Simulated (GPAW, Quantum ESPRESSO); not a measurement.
# F K ELNES/XANES of NaF (Villiaumite, Fm-3m) from DFT, part 2 of 2

Do two independent programs agree on the F K edge of NaF (Villiaumite, Fm-3m)? The same cell and functional are run with XSpectra and with GPAW.

Quantum ESPRESSO 7.5 and GPAW 26.7.0; core-hole supercells, plane-wave PAW PBE.

So far. Step 12 (The field without a hole (GPAW)): The mesh shows a gap of 6.30 eV, so the hole is first treated in a charged cell, without the excited electron. Step 13 (Spectrum without a core hole, F atom 2 (GPAW)): Main maxima below 24 eV (height): 6.7 eV (3.36), 13.4 eV (1.71) and 22.2 eV (1.70). 

**14. Supercell without a hole, the energy reference (GPAW)**

Total energies of two programs can't be mixed, so the cell and mesh of GPAW's hole run get a reference energy of their own.

The input, scf.py:

```python
import numpy as np
from ase import Atoms
from ase.parallel import parprint, paropen
from gpaw import GPAW, PW, FermiDirac, Mixer, MixerDif, setup_paths
from gpaw.test import gen
setup_paths.insert(0, '.')
gen('F', name='nch1s', xcname='PBE', corehole=(1, 0, 0), write_xml=True)
from gpaw.mpi import world
world.barrier()

atoms = Atoms('Na6F6',
    cell=[[2.32, 4.64, 2.32],
     [4.64, -2.32, -2.32],
     [2.32, 2.32, -4.64]],
    scaled_positions=[[0, 0, 0],
     [0.5, 0.16666667, 0.16666667],
     [0, 0.33333333, 0.33333333],
     [0.5, 0.5, 0.5],
     [0, 0.66666667, 0.66666667],
     [0.5, 0.83333333, 0.83333333],
     [0.75, 0.25, 0.75],
     [0.25, 0.41666667, 0.91666667],
     [0.75, 0.58333333, 0.08333333],
     [0.25, 0.75, 0.25],
     [0.75, 0.91666667, 0.41666667],
     [0.25, 0.08333333, 0.58333333]],
    pbc=True)
atoms.calc = calc = GPAW(legacy_gpaw=True, mode=PW(500), xc='PBE', setups={6: 'nch1s'},
    kpts={'size': (4, 4, 4), 'gamma': True}, occupations=FermiDirac(0.02),
    charge=0, mixer=Mixer(0.1, 5, 50), maxiter=150,
    convergence={'density': 0.0001}, txt='scf.txt')
energy = atoms.get_potential_energy() + calc.get_reference_energy()
ef = calc.get_fermi_level()
out = dict(energy=energy, fermi=ef, forces=atoms.get_forces().tolist())
parprint(f'all-electron energy {energy:.4f} eV, Fermi level {ef:.4f} eV')
ev = np.array([[calc.get_eigenvalues(k, s) for k in range(len(calc.get_ibz_k_points()))] for s in range(calc.get_number_of_spins())])
out['homo'], out['lumo'], out['counts'] = ev[ev < ef].max(), ev[ev > ef].min(), sorted(set((ev < ef).sum((0, 2)).tolist()))
out['filled'] = (ev[:, 0] < ef).sum(1).tolist()
import json
with paropen('out.json', 'w') as f:
    json.dump(out, f)
```

Command:

```console
$ OMP_NUM_THREADS=1 mpirun -n 4 gpaw python scf.py
```

Run time: 51 s. Hardware: 4 MPI ranks of Arm Neoverse N1, shared host; peak memory 0.27 GiB; 3.4 min of CPU time.

Reference energy: -42846.637 eV with the cores included.

**15. Spectrum with FCH, F atom 2 (GPAW)**

The holes are 5.7 Å apart. The excited electron is left out and a uniform background balances the charge. After the field has converged, empty bands are computed with the density fixed and the dipole matrix elements are summed.

The input, xas.py:

```python
import numpy as np
from ase import Atoms
from ase.parallel import parprint, paropen
from gpaw import GPAW, PW, FermiDirac, Mixer, MixerDif, setup_paths
from gpaw.test import gen
setup_paths.insert(0, '.')
gen('F', name='fch1s', xcname='PBE', corehole=(1, 0, 1), write_xml=True)
from gpaw.mpi import world
world.barrier()

atoms = Atoms('Na6F6',
    cell=[[2.32, 4.64, 2.32],
     [4.64, -2.32, -2.32],
     [2.32, 2.32, -4.64]],
    scaled_positions=[[0, 0, 0],
     [0.5, 0.16666667, 0.16666667],
     [0, 0.33333333, 0.33333333],
     [0.5, 0.5, 0.5],
     [0, 0.66666667, 0.66666667],
     [0.5, 0.83333333, 0.83333333],
     [0.75, 0.25, 0.75],
     [0.25, 0.41666667, 0.91666667],
     [0.75, 0.58333333, 0.08333333],
     [0.25, 0.75, 0.25],
     [0.75, 0.91666667, 0.41666667],
     [0.25, 0.08333333, 0.58333333]],
    pbc=True)
atoms.calc = calc = GPAW(legacy_gpaw=True, mode=PW(500), xc='PBE', setups={6: 'fch1s'},
    kpts={'size': (4, 4, 4), 'gamma': True}, occupations=FermiDirac(0.02),
    charge=0, mixer=Mixer(0.1, 5, 50), maxiter=150,
    convergence={'density': 0.0001}, txt='scf.txt')
energy = atoms.get_potential_energy() + calc.get_reference_energy()
ef = calc.get_fermi_level()
out = dict(energy=energy, fermi=ef, forces=atoms.get_forces().tolist())
parprint(f'all-electron energy {energy:.4f} eV, Fermi level {ef:.4f} eV')
ev = np.array([[calc.get_eigenvalues(k, s) for k in range(len(calc.get_ibz_k_points()))] for s in range(calc.get_number_of_spins())])
out['homo'], out['lumo'], out['counts'] = ev[ev < ef].max(), ev[ev > ef].min(), sorted(set((ev < ef).sum((0, 2)).tolist()))
out['filled'] = (ev[:, 0] < ef).sum(1).tolist()

from ase.units import Ha
from gpaw.xas import dipole_matrix_elements
nb = int(calc.get_number_of_electrons() / 2) + 92
top, nb = nb, nb + 8 + nb // 12
nscf = calc.fixed_density(kpts={'size': (4, 5, 5), 'gamma': True}, nbands=nb,
    convergence={'bands': top, 'eigenstates': 1e-5}, maxiter=60, txt='nscf.txt')
cell = atoms.cell.array
ops = [cell.T @ U.T @ np.linalg.inv(cell.T) for U in nscf.wfs.kd.symmetry.op_scc]
filled = [42]  # bands filled in the ground state, by spin
E = np.arange(-6, 34, 0.1)
fwhm = np.interp(E, [4, 25], [0.9, 3.5])
Y, X, zero, highest = 0, 0, 1e9, 1e9
for spin in range(nscf.get_number_of_spins()):
    wfs = nscf.wfs
    A = dipole_matrix_elements(wfs.setups[6])
    eps = np.zeros((wfs.kd.nibzkpts, nb))
    d = np.zeros((3, A.shape[1], wfs.kd.nibzkpts, nb), complex)
    for kpt in wfs.kpt_u:
        if kpt.s == spin and 6 in kpt.P_ani:
            eps[kpt.k] = kpt.eps_n * Ha
            d[:, :, kpt.k] = (kpt.weight * wfs.nspins / 2) ** 0.5 * np.inner(A, kpt.P_ani[6])
    world.sum(eps)
    world.sum(d)
    T = np.einsum('amkn,bmkn->abkn', d, d.conj()).real
    T = sum(np.einsum('ai,ijkn,bj->abkn', R, T, R) for R in ops) / len(ops)
    empty = np.ones_like(eps, bool) & (np.arange(nb) >= filled[spin])
    zero, highest = min(zero, eps[empty].min()), min(highest, eps[:, top - 1].min())
    lines = [(eps, T, empty)] if spin == 0 else lines + [(eps, T, empty)]
for eps, T, empty in lines:
    f = np.einsum('aakn->akn', T).reshape(3, -1)
    x = eps.ravel() - zero
    w = np.interp(x, E, fwhm) / 2.35482
    g = np.exp(-0.5 * ((E[:, None] - x) / w) ** 2) / (w * (2 * np.pi) ** 0.5)
    Y = Y + (f * empty.ravel()) @ g.T
    X = X + (f * ~empty.ravel()) @ g.T
out.update(E=E.round(2).tolist(), xas=Y.tolist(), xes=X.tolist(), zero=zero, valid=highest - zero, nk=len(eps), nb=nb)
for i in range(0, len(E), 10):
    parprint(f'{E[i]:7.2f}', *(f'{v:10.3e}' for v in Y[:, i]))
import json
with paropen('out.json', 'w') as f:
    json.dump(out, f)
```

Command:

```console
$ OMP_NUM_THREADS=1 mpirun -n 4 gpaw python xas.py
```

Wall time 3.9 min (4 MPI ranks); peak memory 0.42 GiB; 15 min of CPU time.

The F K spectrum, F atom 2, full core hole (charged cell) (energy from the lowest empty level; intensity scaled to a mean of 1 over the first 20 eV):

| E (eV) | intensity |
| --- | --- |
| -2.00 | 0.00 |
| -1.25 | 0.00 |
| -0.50 | 0.00 |
| 0.25 | 0.02 |
| 1.00 | 0.08 |
| 1.75 | 0.15 |
| 2.50 | 0.45 |
| 3.25 | 1.19 |
| 4.00 | 1.92 |
| 4.75 | 2.32 |
| 5.50 | 2.38 |
| 6.25 | 1.95 |
| 7.00 | 1.49 |
| 7.75 | 0.74 |
| 8.50 | 0.47 |
| 9.25 | 0.38 |
| 10.00 | 0.42 |
| 10.75 | 0.63 |
| 11.50 | 1.03 |
| 12.25 | 1.46 |
| 13.00 | 1.60 |
| 13.75 | 1.31 |
| 14.50 | 0.92 |
| 15.25 | 0.71 |
| 16.00 | 0.68 |
| 16.75 | 0.71 |
| 17.50 | 0.75 |
| 18.25 | 0.82 |
| 19.00 | 1.00 |
| 19.75 | 1.27 |
| 20.50 | 1.52 |
| 21.25 | 1.63 |
| 22.00 | 1.54 |
| 22.75 | 1.27 |
| 23.50 | 0.98 |
| 24.25 | 0.76 |
| 25.00 | 0.67 |
| 25.75 | 0.69 |
| 26.50 | 0.73 |
| 27.25 | 0.73 |
| 28.00 | 0.67 |
| 28.75 | 0.57 |
| 29.50 | 0.49 |
| 30.25 | 0.45 |
| 31.00 | 0.46 |
| 31.75 | 0.52 |

Main maxima below 24 eV (height): 5.2 eV (2.45), 12.9 eV (1.60) and 21.3 eV (1.63). 

The hole costs E(hole) − E(ground) = 690.37 eV, and the lowest empty level of the hole cell on the spectrum's mesh lies at 4.36 eV, which puts the zero at 694.72 eV. With the free-atom term of -9.97 eV for this edge, the photon energy is 684.75 eV.

**16. Excitation energy, F atom 2 (GPAW)**

Changed against the first core-hole run: core hole to XCH, with the smearing that suits a partly filled band.

Changes to scf.py since step 14:

```diff
@@ -6,3 +6,3 @@
 setup_paths.insert(0, '.')
-gen('F', name='nch1s', xcname='PBE', corehole=(1, 0, 0), write_xml=True)
+gen('F', name='fch1s', xcname='PBE', corehole=(1, 0, 1), write_xml=True)
 from gpaw.mpi import world
@@ -27,5 +27,5 @@
     pbc=True)
-atoms.calc = calc = GPAW(legacy_gpaw=True, mode=PW(500), xc='PBE', setups={6: 'nch1s'},
-    kpts={'size': (4, 4, 4), 'gamma': True}, occupations=FermiDirac(0.02),
-    charge=0, mixer=Mixer(0.1, 5, 50), maxiter=150,
+atoms.calc = calc = GPAW(legacy_gpaw=True, mode=PW(500), xc='PBE', setups={6: 'fch1s'},
+    kpts={'size': (4, 4, 4), 'gamma': True}, occupations=FermiDirac(0.04),
+    charge=-1, mixer=Mixer(0.1, 5, 50), maxiter=150,
     convergence={'density': 0.0001}, txt='scf.txt')
```

Command:

```console
$ OMP_NUM_THREADS=1 mpirun -n 4 gpaw python scf.py
```

Wall time 61 s (4 MPI ranks); peak memory 0.27 GiB; 4.1 min of CPU time.

The total-energy difference is 695.67 eV. With the free-atom term of -9.97 eV for this edge, the photon energy is 685.70 eV.

**17. The two programs side by side**

The line shapes differ (Lorentzian half width 0.4 eV up to 4 eV, rising linearly to 1.75 eV at 25 eV (not a setting of the program: the run's 0.4 eV curve was folded afterwards with a further Lorentzian above 4 eV), against Gaussian full width 0.9 eV up to 4 eV, rising linearly to 3.5 eV at 25 eV), so both get a further Gaussian of 1.5 eV full width before they are compared; the Lorentzian tails remain.

```csv
E (eV),XSpectra,GPAW
-2.00,0.06,0.00
-1.25,0.07,0.00
-0.50,0.09,0.01
0.25,0.14,0.03
1.00,0.23,0.09
1.75,0.41,0.24
2.50,0.75,0.59
3.25,1.27,1.19
4.00,1.78,1.81
4.75,2.07,2.20
5.50,2.04,2.22
6.25,1.78,1.92
7.00,1.39,1.42
7.75,0.99,0.88
8.50,0.74,0.54
9.25,0.65,0.43
10.00,0.67,0.48
10.75,0.79,0.69
11.50,0.99,1.03
12.25,1.16,1.36
13.00,1.20,1.46
13.75,1.07,1.27
14.50,0.90,0.98
15.25,0.79,0.77
16.00,0.76,0.70
16.75,0.77,0.72
17.50,0.79,0.76
18.25,0.83,0.86
19.00,0.91,1.03
19.75,1.02,1.26
20.50,1.10,1.47
21.25,1.11,1.56
22.00,1.04,1.48
22.75,0.91,1.26
23.50,0.77,1.00
24.25,0.67,0.80
25.00,0.62,0.71
25.75,0.60,0.70
26.50,0.60,0.71
27.25,0.59,0.71
28.00,0.55,0.66
28.75,0.50,0.57
29.50,0.47,0.50
30.25,0.45,0.47
31.00,0.46,0.48
31.75,0.48,0.53
```

|  | XSpectra | GPAW |
| --- | --- | --- |
| k mesh of the spectrum | 4×5×5 | 4×5×5 |
| cutoff (eV) | 844 | 500 |
| highest intensity below 16 eV after the common broadening, eV (height) | 5.0 (2.09) | 5.2 (2.26) |
| zero, corrected photon energy (eV) | 684.7 | 684.8 |
| core time, hole field and spectrum | 47 min | 15 min |

**18. With and without the hole**

XSpectra's curves. Both curves are counted from their own zero, so only the shift of weight within the empty states shows.

```
E (eV)  no hole   FCH
  -2.0     0.03  0.04
  -1.0     0.05  0.05
   0.0     0.08  0.08
   1.0     0.19  0.19
   2.0     0.38  0.37
   3.0     0.72  1.02
   4.0     0.96  1.78
   5.0     1.22  2.25
   6.0     1.97  1.88
   7.0     3.00  1.49
   8.0     1.10  0.75
   9.0     0.77  0.54
  10.0     0.70  0.52
  11.0     0.71  0.78
  12.0     1.03  1.28
  13.0     1.79  1.69
  14.0     1.28  1.01
  15.0     0.90  0.70
  16.0     0.72  0.65
  17.0     0.83  0.86
  18.0     0.57  0.62
  19.0     0.60  0.88
  20.0     0.83  1.24
  21.0     1.46  1.56
  22.0     1.71  1.62
  23.0     1.51  0.89
  24.0     0.74  0.52
  25.0     0.72  0.46
  26.0     0.79  0.62
  27.0     0.94  0.83
  28.0     0.87  0.61
  29.0     0.40  0.38
  30.0     0.31  0.36
  31.0     0.43  0.42
  32.0     0.46  0.47
```

With each curve scaled to its own mean, the area from −2 to 6 eV with the hole is 6.8 against 4.5, and the centre of weight from −1 to 20 eV moves by -0.3 eV: the hole pulls the absorber's empty states down.

**19. Outcome**

```yaml
absorber_and_edge: F K, atom 2 of the ground-state input (counted from 1)
surroundings: 6 Na at 2.32 Å (octahedral, site symmetry m-3m)
highest_intensity_below_16_ev_xspectra_narrow_line: 5.4 eV above the zero, height 2.32
photon_energy_of_the_zero_with_the_added_terms: 684.7 eV (raw 694.6 eV; uncertain by a few eV)
```

**Reading.** The two programs agree on the overall shape: 13 % r.m.s. remains over the first 14 eV after a relative shift of 0.0 eV, and their photon-energy zeros differ by 0.1 eV. What differs may come from the PAW partial waves, meshes, cutoffs and line shapes. In XSpectra the F K edge of atom 2, with 6 Na at 2.32 Å (octahedral, site symmetry m-3m), has its highest intensity of the first 16 eV at 5.4 eV above the zero, near 690 eV in photon energy (uncertain by a few eV), 2.3 times the mean level of the first 20 eV (Lorentzian half width 0.4 eV). In XSpectra: With each curve scaled to its own mean, the area from −2 to 6 eV with the hole is 6.8 against 4.5, and the centre of weight from −1 to 20 eV moves by -0.3 eV: the hole pulls the absorber's empty states down. In GPAW: With each curve scaled to its own mean, the area from −2 to 6 eV with the hole is 6.6 against 4.1, and the centre of weight from −1 to 20 eV moves by -0.2 eV: the hole pulls the absorber's empty states down. In XSpectra the neutral-cell energy lies +0.9 eV from the charged-cell zero, a gap made of the charged-cell error and of where the added electron settles. In GPAW the neutral-cell energy lies +0.9 eV from the charged-cell zero, a gap made of the charged-cell error and of where the added electron settles. The holes are only 5.7 Å apart, so the shape is probably not converged with cell size; no larger cell was run here. Lifetime broadening is put in by hand, and intensities beyond about 20 eV depend on it and on the partial waves. The structure is a published determination, not relaxed.

[Logs are printed without paths, hosts, clocks, repeated set-up lines and the standing remarks that a program may print on its own settings, such as how far it seeks lower states.]

[Hosts, paths, dates, database ids (printed as entryN), source tags and the programs' standing remarks are cut or masked in the printed files.]

[Lists of maxima count a maximum above −3 eV only where it reaches 4 % of the highest in the window and stands out from its surroundings by 2 % of it (1.5 % where it reaches 55 %); shoulders and weaker maxima are passed over, and of the rest the first, up to two pre-edge ones and the few strongest are named.]
